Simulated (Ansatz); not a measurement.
# Lattice dynamics of CdH2 (model cell, started as fluorite)

Aim: the vibrations of CdH2 (model cell, started as fluorite), their spectra, and whether the structure is stable.

Program: Ansatz 0.2.0. Level of theory: DFT PBEsol, scalar-relativistic, plane waves, PAW. Results are calculated unless marked as measured.

Report form: the programs' logs are mostly left out.

The structure was built from a prototype and need not be the compound's stable phase.

### 1. The starting structure

Symmetry: Fm-3m, No. 225, cubic system. Conventional cell: a = 5.590 Å, b = 5.590 Å, c = 5.590 Å, α = 90.00°, β = 90.00°, γ = 90.00°. Nearest to Cd lie 8 H at 2.42 Å. Nearest to H lie 4 Cd at 2.42 Å. Farther neighbours are not listed.

### 2. Coarse relaxation

A rough relaxation comes first, because large forces or stress need no tight tolerances yet.

input.yaml reads:

```yaml
crystal:
  lattice:
    - [0.0, 2.79495, 2.79495]
    - [2.79495, 0.0, 2.79495]
    - [2.79495, 2.79495, 0.0]
  atoms:
    - { symbol: Cd, position: [0.0, 0.0, 0.0] }
    - { symbol: H, position: [0.25, 0.25, 0.25] }
    - { symbol: H, position: [0.75, 0.75, 0.75] }
kpoints:
  mp_grid: { grid: [6, 6, 6] }
hamiltonian:
  xc: pbesol
scf:
  occupations: { method: gaussian, width: 0.1 }
output:
  forces: true
  stress: true
  eigenvalues: true
relax:
  adjacent_minimum: "off"
  f_tol: 0.05
  max_steps: 80
  cell: { stress_tol: 0.5 }
```

On the command line:

```console
$ ansatz run input.yaml --threads 4 --pin off --max-ram 7168MiB --backend cpu --events-out ev --progress --plain --runs-dir out
```

Run time: 1.8 s. Hardware: 4 threads of Arm Neoverse V1, shared host; peak memory 0.29 GiB.

Step by step:

| step | energy less that of the first step (eV) | largest force component (eV/Å) | pressure (GPa) | volume (Å³) |
| --- | --- | --- | --- | --- |
| 1 | 0.0000 | 0.0000 | -11.03 | 43.67 |
| 2 | -0.3772 | 0.0000 | -8.13 | 37.59 |
| 3 | -0.5605 | 0.0000 | -1.42 | 32.10 |
| 4 | -0.5642 | 0.0000 | 0.49 | 31.13 |
| 5* | -0.5600 | 0.0000 | 0.39 | 31.13 |

Relaxation steps marked * repeat the geometry before them on a plane-wave basis chosen anew for their cell, so energy and pressure can jump there.

The run keeps the 48 symmetry operations that it works with, so distortions that break them were not tested.

| conventional cell, symmetrised | before | after | change |
| --- | --- | --- | --- |
| a (Å) | 5.590 | 4.994 | -10.7 % |
| b (Å) | 5.590 | 4.994 | -10.7 % |
| c (Å) | 5.590 | 4.994 | -10.7 % |
| volume (Å³/atom) | 14.56 | 10.38 | -28.7 % |

Final coordinates:

```xyz
3
Lattice="0.0000 2.4969 2.4969 2.4969 0.0000 2.4969 2.4969 2.4969 0.0000" Properties=species:S:1:pos:R:3 pbc="T T T"
Cd    0.0000    0.0000    0.0000
H     1.2485    1.2485    1.2485
H     3.7454    3.7454    3.7454
```

Numbers from this step:

- pressure: 0.3934 GPa
- volume per atom: 10.38 Å³
- gap on the k-mesh: 0 eV

In this step the volume went from 14.56 to 10.38 Å³/atom.

### 3. Relaxation

Harmonic phonons are second derivatives at a point where the forces vanish, and they are wanted at zero stress, so atoms and cell are relaxed first.

input.yaml, the sections that differ from step 2:

```yaml
crystal:
  lattice:
    - [0.0, 2.4969257075, 2.4969257075]
    - [2.4969257075, 0.0, 2.4969257075]
    - [2.4969257075, 2.4969257075, 0.0]
  atoms:
    - { symbol: Cd, position: [0.0, 0.0, 0.0] }
    - { symbol: H, position: [0.25, 0.25, 0.25] }
    - { symbol: H, position: [0.75, 0.75, 0.75] }
kpoints:
  mp_grid: { grid: [14, 14, 14] }
relax:
  adjacent_minimum: "off"
  f_tol: 0.005
  max_steps: 80
  cell: { stress_tol: 0.05 }
# hamiltonian, scf, output: as in step 2
```

Elapsed: 3.5 s, on 4 threads; peak memory 0.34 GiB.

Relaxation path:

| step | energy less that of the first step (eV) | largest force component (eV/Å) | pressure (GPa) | volume (Å³) |
| --- | --- | --- | --- | --- |
| 1 | 0.0000 | 0.0000 | 0.87 | 31.13 |
| 2 | 0.0008 | 0.0000 | -0.89 | 31.97 |
| 3 | -0.0007 | 0.0000 | -0.02 | 31.54 |
| 4* | -0.0011 | 0.0000 | -0.02 | 31.54 |

Relaxation steps marked * repeat the geometry before them on a plane-wave basis chosen anew for their cell, so energy and pressure can jump there. Relaxation step 2 was tried and not accepted.

The run keeps the 48 symmetry operations that it works with, so distortions that break them were not tested.

| conventional cell, symmetrised | before | after | change |
| --- | --- | --- | --- |
| a (Å) | 4.994 | 5.016 | +0.4 % |
| b (Å) | 4.994 | 5.016 | +0.4 % |
| c (Å) | 4.994 | 5.016 | +0.4 % |
| volume (Å³/atom) | 10.38 | 10.51 | +1.3 % |

The relaxed structure:

```
Cd H
1.0
     0.00000    2.50779    2.50779
     2.50779    0.00000    2.50779
     2.50779    2.50779    0.00000
Cd H
1 2
Direct
  0.00000 0.00000 0.00000
  0.25000 0.25000 0.25000
  0.75000 0.75000 0.75000
```

Numbers from this step:

```yaml
pressure: -0.01636 GPa
volume_per_atom: 10.51 Å³
```

In this step the volume went from 10.38 to 10.51 Å³/atom.

### 4. Relaxing to small forces for the phonons

Phonons need a cell at rest on their own settings, so the relaxation is repeated with tight tolerances on forces and stress on the k mesh and occupations of the first response run.

input.yaml reads:

```yaml
crystal:
  lattice:
    - [0.0, 2.5077940512, 2.5077940512]
    - [2.5077940512, 0.0, 2.5077940512]
    - [2.5077940512, 2.5077940512, 0.0]
  atoms:
    - { symbol: Cd, position: [0.0, 0.0, 0.0] }
    - { symbol: H, position: [0.25, 0.25, 0.25] }
    - { symbol: H, position: [0.75, 0.75, 0.75] }
kpoints:
  mp_grid: { grid: [16, 16, 16] }
hamiltonian:
  xc: pbesol
scf:
  occupations: { method: methfessel_paxton, width: 0.2 }
output:
  forces: true
  stress: true
  eigenvalues: true
relax:
  adjacent_minimum: "off"
  f_tol: 0.001
  max_steps: 60
  cell: { stress_tol: 0.01 }
```

Run time: 4.2 s. Hardware: 4 threads; peak memory 0.37 GiB; 14 s of CPU time.

Little changed from the start: no atom moved by 0.005 Å and no cell edge by 0.1 %.

This step gave:

```yaml
pressure: -1.01e-4 GPa
```

The forces vanish by symmetry and the pressure is 0.000 GPa, within the tolerances set. The cell now holds 10.51 Å³/atom.

### 5. Zone-centre response

The zone centre comes first: it holds the modes that light can see, as far as symmetry allows. No field response is asked, since the mesh shows no gap.

input.yaml, the sections that differ from step 4:

```yaml
crystal:
  lattice:
    - [0.0, 2.5074531997, 2.5074531997]
    - [2.5074531997, 0.0, 2.5074531997]
    - [2.5074531997, 2.5074531997, 0.0]
  atoms:
    - { symbol: Cd, position: [0.0, 0.0, 0.0] }
    - { symbol: H, position: [0.25, 0.25, 0.25] }
    - { symbol: H, position: [0.75, 0.75, 0.75] }
output:
  eigenvalues: true
phonons:
  method: dfpt
# kpoints, hamiltonian, scf: as in step 4
# relax: removed
```

Run time: 12 s. Hardware: 4 threads; peak memory 0.67 GiB; 42 s of CPU time.

This step gave:

```
sum-rule residual before enforcement                    : 1.66e-5 eV/Å²
point group                                             : m-3m
highest optical mode at the zone centre (no LO-TO term) : 664.2 cm⁻¹
lowest optical zone-centre mode                         : -219.6 cm⁻¹
```

Patterns of degenerate modes are one choice out of their space. The modes at Γ (shares of kinetic energy by element, %) (negative means imaginary):

| mode | frequency (cm⁻¹) | symmetry | Cd % | H % |
| --- | --- | --- | --- | --- |
| 1 | -219.6 | T1u | 2 | 98 |
| 2 | -219.6 | T1u | 2 | 98 |
| 3 | -219.6 | T1u | 2 | 98 |
| 4 | 0.0 | acoustic | 98 | 2 |
| 5 | 0.0 | acoustic | 98 | 2 |
| 6 | 0.0 | acoustic | 98 | 2 |
| 7 | 664.2 | T2g | 0 | 100 |
| 8 | 664.2 | T2g | 0 | 100 |
| 9 | 664.2 | T2g | 0 | 100 |

Displacements in mode 1 (-219.6 cm⁻¹), the largest set to 1:
```
Cd1  0.00  0.00 -0.02
H2   0.00  0.01  1.00
H3   0.00  0.01  1.00
```

Displacements in mode 7 (664.2 cm⁻¹), the largest set to 1:
```
Cd1  0.00  0.00  0.00
H2   0.00 -0.30 -1.00
H3   0.00  0.30  1.00
```

Before it was imposed, the acoustic sum rule was missed by 1.7e-5 eV/Å². Small misses are needed for a sound result but don't prove that mesh and cutoff are converged. The lowest optical mode is imaginary, 219.6i cm⁻¹, so the energy falls along it.

### 6. Phonons on a q mesh

Stability and thermal properties need the whole zone. Linear response on a 4×4×4 q mesh gives force constants as far as a supercell of that size would.

Changes to input.yaml since step 5:

```diff
@@ -19 +19,8 @@
   method: dfpt
+  qmesh: [4, 4, 4]
+  temperatures: { t_max: 1000, t_step: 50 }
+  qpath:
+    path:
+      - [[0.0, 0.0, 0.0], [0.5, 0.0, 0.5], [0.625, 0.25, 0.625]]
+      - [[0.375, 0.375, 0.75], [0.0, 0.0, 0.0], [0.5, 0.5, 0.5], [0.5, 0.25, 0.75], [0.5, 0.0, 0.5]]
+    npoints: 10
```

Wall time 6.3 min (4 threads); peak memory 4 GiB.

This step gave:

* sum-rule residual before enforcement: 1.62e-5 eV/Å²
* lowest frequency on the path: -1767 cm⁻¹
* highest frequency on the path or at a solved wavevector: 976.8 cm⁻¹
* lowest mode on the q mesh (acoustic modes at Γ apart): -1767 cm⁻¹

Frequencies (cm⁻¹) solved at each irreducible wavevector; negative means imaginary. Frequencies by wavevector, by row:

| q in reciprocal lattice units | star | mode 1 | mode 2 | mode 3 | mode 4 | mode 5 | mode 6 | mode 7 | mode 8 | mode 9 |
| --- | --- | --- | --- | --- | --- | --- | --- | --- | --- | --- |
| 0 0 0 | 1 | -219.6 | -219.6 | -219.6 | 0 | 0 | 0 | 664.2 | 664.2 | 664.2 |
| 0 0 0.25 | 8 | -420.6 | -42.2 | -42.2 | 82.2 | 82.2 | 84.6 | 592.5 | 592.5 | 625 |
| 0 0 -0.5 | 4 | 4.2 | 4.2 | 78.7 | 360.8 | 566.7 | 566.7 | 626.4 | 661.7 | 661.7 |
| 0 0.25 0.25 | 6 | -692.9 | -692.9 | -289.8 | 21 | 21 | 87.9 | 754.5 | 788.3 | 788.3 |
| 0 0.25 -0.5 | 24 | -957 | -587.5 | -542.9 | 24.4 | 57.1 | 109.8 | 808.2 | 841.8 | 904.1 |
| 0 0.25 -0.25 | 12 | -987.6 | -7.2 | 57.2 | 92.7 | 291.3 | 436.8 | 620.7 | 700.6 | 870.5 |
| 0 -0.5 -0.5 | 3 | -1767 | -1136 | -1136 | 32.3 | 32.3 | 120.6 | 912.2 | 912.2 | 970.6 |
| 0.25 -0.5 -0.25 | 6 | -1246 | -1232 | 32.9 | 86.7 | 86.7 | 582.7 | 582.7 | 903.6 | 942.4 |

Interpolated from a 4×4×4 q mesh. The phonon branches at the labelled points (cm⁻¹):

| point | branch 1 | branch 2 | branch 3 | branch 4 | branch 5 | branch 6 | branch 7 | branch 8 | branch 9 |
| --- | --- | --- | --- | --- | --- | --- | --- | --- | --- |
| Γ | -220 | -220 | -220 | 0 | 0 | 0 | 664 | 664 | 664 |
| halfway | -693 | -693 | -290 | 21 | 21 | 88 | 754 | 788 | 788 |
| X | -1767 | -1136 | -1136 | 32 | 32 | 121 | 912 | 912 | 971 |
| halfway | -1643 | -1048 | -1028 | 32 | 46 | 117 | 890 | 906 | 975 |
| U | -1355 | -802 | -743 | 30 | 69 | 106 | 838 | 878 | 973 |
| jump to K | -1355 | -802 | -743 | 30 | 69 | 106 | 838 | 878 | 973 |
| halfway | -864 | -24 | 38 | 87 | 412 | 418 | 557 | 567 | 778 |
| Γ | -220 | -220 | -220 | 0 | 0 | 0 | 664 | 664 | 664 |
| halfway | -421 | -42 | -42 | 82 | 82 | 85 | 592 | 592 | 625 |
| L | 4 | 4 | 79 | 361 | 567 | 567 | 626 | 662 | 662 |
| halfway | -832 | -544 | 20 | 66 | 102 | 600 | 618 | 830 | 881 |
| W | -1246 | -1232 | 33 | 87 | 87 | 583 | 583 | 904 | 942 |
| halfway | -1547 | -1145 | -752 | 34 | 54 | 114 | 844 | 914 | 970 |
| X | -1767 | -1136 | -1136 | 32 | 32 | 121 | 912 | 912 | 971 |

Tetrahedra on a 24×24×24 mesh, mean over bins of 25 cm-1. Interpolated from a 4×4×4 q mesh. Phonon density of states against wavenumber; read off at these points:

| wavenumber (cm⁻¹) | phonon density of states (1/cm⁻¹/cell) |
| --- | --- |
| -1700.0 | 9.5e-5 |
| -1600.0 | 1.9e-4 |
| -1500.0 | 2.7e-4 |
| -1400.0 | 3.8e-4 |
| -1300.0 | 5.3e-4 |
| -1200.0 | 8.4e-4 |
| -1100.0 | 0.00188 |
| -1000.0 | 0.00213 |
| -900.0 | 0.00226 |
| -800.0 | 0.00228 |
| -700.0 | 0.00223 |
| -600.0 | 0.00206 |
| -500.0 | 0.00180 |
| -400.0 | 0.00145 |
| -300.0 | 0.00127 |
| -200.0 | 0.00115 |
| -100.0 | 0.00137 |
| 0.0 | 0.0157 |
| 37.5 | 0.0241 |
| 87.5 | 0.0198 |
| 100.0 | 0.0180 |
| 200.0 | 0.00164 |
| 300.0 | 0.00159 |
| 400.0 | 0.0023 |
| 500.0 | 0.00310 |
| 600.0 | 0.00514 |
| 700.0 | 0.00729 |
| 800.0 | 0.00743 |
| 887.5 | 0.00973 |
| 900.0 | 0.00911 |

Phonopy on the run's constants, 19x19x19 mesh, Gaussian sigma 19.8 cm-1. Interpolated from a 4×4×4 q mesh. Partial phonon density of states against wavenumber; read off at these points; values in 1/cm⁻¹/cell:

| wavenumber (cm⁻¹) | Cd | H |
| --- | --- | --- |
| -1700.0 | 0 | 9.5e-5 |
| -1600.0 | 0 | 1.3e-4 |
| -1500.0 | 0 | 2.2e-4 |
| -1400.0 | 0 | 4.4e-4 |
| -1300.0 | 0 | 5.7e-4 |
| -1200.0 | 0 | 8.9e-4 |
| -1100.0 | 0 | 0.00173 |
| -1000.0 | 0 | 0.00246 |
| -900.0 | 0 | 0.00199 |
| -848.5 | 0 | 0.00289 |
| -800.0 | 0 | 0.00194 |
| -700.0 | 0 | 0.00230 |
| -600.0 | 2.6e-6 | 0.00211 |
| -500.0 | 9.9e-6 | 0.00156 |
| -400.0 | 1.0e-5 | 0.00167 |
| -300.0 | 2.5e-5 | 0.00125 |
| -200.0 | 7.8e-5 | 0.00114 |
| -100.0 | 3.0e-4 | 4.8e-4 |
| 0.0 | 0.0161 | 8.0e-5 |
| 22.6 | 0.0223 | 1.1e-4 |
| 100.0 | 0.0180 | 4.6e-4 |
| 200.0 | 1.4e-4 | 0.00102 |
| 300.0 | 2.1e-5 | 0.00154 |
| 400.0 | 1.0e-5 | 0.00259 |
| 500.0 | 0 | 0.00336 |
| 600.0 | 0 | 0.00574 |
| 700.0 | 0 | 0.00731 |
| 800.0 | 1.0e-5 | 0.00738 |
| 900.0 | 1.0e-5 | 0.00894 |
| 1000.0 | 0 | 6.6e-4 |

Symmetry leaves 8 wavevectors to solve. The lowest mode among them, the acoustic zeros apart, lies at q = (0, -0.5, -0.5) and is imaginary, 1767.4i cm⁻¹, so the energy falls along it.

### 7. Another isotope, element Cd, natural mass 112.414 amu

An isotope changes the mass and not the force constants, so no new electronic calculation is needed; the shifts show which modes move this element.

The same force constants with the mass of Cd changed from 112.414 to 115.905 u (phonopy, no LO-TO term). Both lists are sorted by frequency; levels can cross, so a row need not hold one and the same mode. Modes under 3 cm⁻¹ are left out. Isotope shifts, by row:

| q | rank | natural mass (cm⁻¹) | changed mass (cm⁻¹) |
| --- | --- | --- | --- |
| 0 0 0 | 1 | -219.6 | -219.6 |
| 0 0 0 | 2 | -219.6 | -219.6 |
| 0 0 0 | 3 | -219.6 | -219.6 |
| 0 0 0 | 7 | 664.2 | 664.2 |
| 0 0 0 | 8 | 664.2 | 664.2 |
| 0 0 0 | 9 | 664.2 | 664.2 |
| 0 0 0.25 | 1 | -420.6 | -420.6 |
| 0 0 0.25 | 2 | -42.19 | -41.63 |
| 0 0 0.25 | 3 | -42.19 | -41.63 |
| 0 0 0.25 | 4 | 82.2 | 82.04 |
| 0 0 0.25 | 5 | 82.2 | 82.04 |
| 0 0 0.25 | 6 | 84.56 | 83.27 |
| 0 0 0.25 | 7 | 592.5 | 592.5 |
| 0 0 0.25 | 8 | 592.5 | 592.5 |
| 0 0 0.25 | 9 | 625 | 625 |
| 0 0 -0.5 | 1 | 4.23 | 4.17 |
| 0 0 -0.5 | 2 | 4.23 | 4.17 |
| 0 0 -0.5 | 3 | 78.74 | 77.6 |
| 0 0 -0.5 | 4 | 360.8 | 360.5 |
| 0 0 -0.5 | 5 | 566.7 | 566.7 |
| 0 0 -0.5 | 6 | 566.7 | 566.7 |
| 0 0 -0.5 | 7 | 626.4 | 626.4 |
| 0 0 -0.5 | 8 | 661.7 | 661.7 |
| 0 0 -0.5 | 9 | 661.7 | 661.7 |
| 0 0.25 0.25 | 1 | -692.9 | -692.9 |
| 0 0.25 0.25 | 2 | -692.9 | -692.9 |
| 0 0.25 0.25 | 3 | -289.8 | -289.8 |
| 0 0.25 0.25 | 4 | 21.01 | 20.69 |
| 0 0.25 0.25 | 5 | 21.01 | 20.69 |
| 0 0.25 0.25 | 6 | 87.87 | 86.54 |
| 0 0.25 0.25 | 7 | 754.5 | 754.5 |
| 0 0.25 0.25 | 8 | 788.3 | 788.3 |
| 0 0.25 0.25 | 9 | 788.3 | 788.3 |

A mode of this element alone would shift by -1.52 %. The highest zone-centre frequency without the field goes from 664.2 to 664.2 cm⁻¹ (+0.0 %).

### 8. Isotope substitution, element H, natural mass 1.008 amu

The same for H, from 1.01 to 2.01 u.

The same force constants with the mass of H changed from 1.008 to 2.014 u (phonopy, no LO-TO term). Both lists are sorted by frequency; levels can cross, so a row need not hold one and the same mode. Modes under 3 cm⁻¹ are left out. Isotope shifts, by row:

| q | rank | natural mass (cm⁻¹) | changed mass (cm⁻¹) |
| --- | --- | --- | --- |
| 0 0 0 | 1 | -219.6 | -156.7 |
| 0 0 0 | 2 | -219.6 | -156.7 |
| 0 0 0 | 3 | -219.6 | -156.7 |
| 0 0 0 | 7 | 664.2 | 469.9 |
| 0 0 0 | 8 | 664.2 | 469.9 |
| 0 0 0 | 9 | 664.2 | 469.9 |
| 0 0 0.25 | 1 | -420.6 | -297.6 |
| 0 0 0.25 | 2 | -42.19 | -40 |
| 0 0 0.25 | 3 | -42.19 | -40 |
| 0 0 0.25 | 4 | 82.2 | 61.32 |
| 0 0 0.25 | 5 | 82.2 | 61.32 |
| 0 0 0.25 | 6 | 84.56 | 84.54 |
| 0 0 0.25 | 7 | 592.5 | 419.3 |
| 0 0 0.25 | 8 | 592.5 | 419.3 |
| 0 0 0.25 | 9 | 625 | 442.2 |
| 0 0 -0.5 | 1 | 4.23 | 4.23 |
| 0 0 -0.5 | 2 | 4.23 | 4.23 |
| 0 0 -0.5 | 3 | 78.74 | 76.89 |
| 0 0 -0.5 | 4 | 360.8 | 261.4 |
| 0 0 -0.5 | 5 | 566.7 | 400.9 |
| 0 0 -0.5 | 6 | 566.7 | 400.9 |
| 0 0 -0.5 | 7 | 626.4 | 443.1 |
| 0 0 -0.5 | 8 | 661.7 | 468.3 |
| 0 0 -0.5 | 9 | 661.7 | 468.3 |
| 0 0.25 0.25 | 1 | -692.9 | -490.5 |
| 0 0.25 0.25 | 2 | -692.9 | -490.5 |
| 0 0.25 0.25 | 3 | -289.8 | -205 |
| 0 0.25 0.25 | 4 | 21.01 | 20.98 |
| 0 0.25 0.25 | 5 | 21.01 | 20.98 |
| 0 0.25 0.25 | 6 | 87.87 | 87.83 |
| 0 0.25 0.25 | 7 | 754.5 | 534 |
| 0 0.25 0.25 | 8 | 788.3 | 558 |
| 0 0.25 0.25 | 9 | 788.3 | 558 |

A mode of this element alone would shift by -29.26 %. The highest zone-centre frequency without the field goes from 664.2 to 469.9 cm⁻¹ (-29.3 %).

### 9. What came out

| Item | Value |
| --- | --- |
| space group after relaxation (within 0.01 Å) | Fm-3m |
| volume per atom | 10.5 Å³ |
| electronic character | no gap on this mesh |
| highest optical mode at the zone centre (no LO-TO term) | 664 cm⁻¹ |
| lowest optical zone-centre mode | -220 cm⁻¹ |
| lowest mode on the q mesh (acoustic modes at Γ apart) | -1767 cm⁻¹ |
| highest frequency on the path or at a solved wavevector | 977 cm⁻¹ |
| imaginary modes on the 4×4×4 q mesh | yes |

**Reading.** Modes are clearly imaginary (beyond 10i cm⁻¹) at 7 of the 8 irreducible wavevectors, most at q = (0, -0.5, -0.5) (1767.4i cm⁻¹), so this structure is not a minimum of the energy. The optical modes at Γ span -220 to 664 cm⁻¹ (negative means imaginary). The highest mode in this list at Γ, 664.2 cm⁻¹, is mostly motion of H (100 % of the kinetic energy). With no gap, or one that is small against the smearing, the frequencies hang on the k mesh and the smearing, most of all near Kohn anomalies. The starting cell was built on a prototype and not taken from a measurement, so the phase need not exist. These are harmonic frequencies at zero temperature: anharmonic shifts, linewidths and thermal expansion are left out.

[Logs are printed without paths, hosts, clocks, repeated set-up lines and the standing remarks that a program may print on its own settings, such as how far it seeks lower states.]

[Hosts, paths, dates, database ids (printed as entryN), source tags and the programs' standing remarks are cut or masked in the printed files.]
